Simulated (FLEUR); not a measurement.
Records of electronic-structure calculations.

```json
{"subject": "Magnetic state of FeBiO3 from several starts", "lattice_ang": [[2.7938, 1.613, 4.6223], [-2.7938, 1.613, 4.6223], [0.0, -3.226, 4.6223]], "atoms": [["Fe", 0.2212, 0.2212, 0.2212], ["Fe", 0.7212, 0.7212, 0.7212], ["Bi", 0.0, 0.0, 0.0], ["Bi", 0.5, 0.5, 0.5], ["O", 0.3973, 0.5233, 0.9423], ["O", 0.9423, 0.3973, 0.5233], ["O", 0.5233, 0.9423, 0.3973], ["O", 0.4423, 0.0233, 0.8973], ["O", 0.0233, 0.8973, 0.4423], ["O", 0.8973, 0.4423, 0.0233]], "method": "PBE with U = 4.5 eV on Fe d; all-electron FLAPW, Dirac cores, scalar-relativistic bands", "program": "FLEUR MaX-R8.1", "settings_of_one_run": "kmax 4.4 1/bohr, gmax 13.2 1/bohr, muffin tin radii Fe: 2.28, Bi: 2.8, O: 1.29 bohr, lmax Fe: [8, 6], Bi: [10, 8], O: [6, 4], hist occupations, smearing width 0.05 eV, mixer Anderson, mixing 0.05, max iterations 120, stop 0.0001 me/bohr³, collinear spin, 6×6×6 k-mesh, double counting FLL, mesh matched on, starting moments 4 -4 0 0 0 0 0 0 0 0 μB", "cost": "3 runs, 22 min in all on 8 MPI ranks of Arm Neoverse V2, shared host (the runs of this entry)", "notes": "This is the lowest of 3 finished starts, no proof of the ground state.", "results": {"lowest_state_found": "antiferromagnetic (initial antiferro +-)", "largest_site_spin_moment": "4.15 μB", "next_finished_state": "ferromagnetic, 233 meV a seeded atom higher", "spinless_run_over_the_lowest_under_a_u_no_clean_measure_of_the_moments": "2692 meV a seeded atom"}}
```

[Logs and program files are shortened in this print: banners, set-up blocks, solver, clock and traceback lines can be left out without a mark of their own.]

[Logs are printed without paths, hosts, clocks, repeated set-up lines and the standing remarks that a program may print on its own settings, such as how far it seeks lower states.]

[Hosts, paths, dates, database ids (printed as entryN), source tags and the programs' standing remarks are cut or masked in the printed files.]

[Where a cell is said to come from a database of computed structures, the database is the Materials Project.]
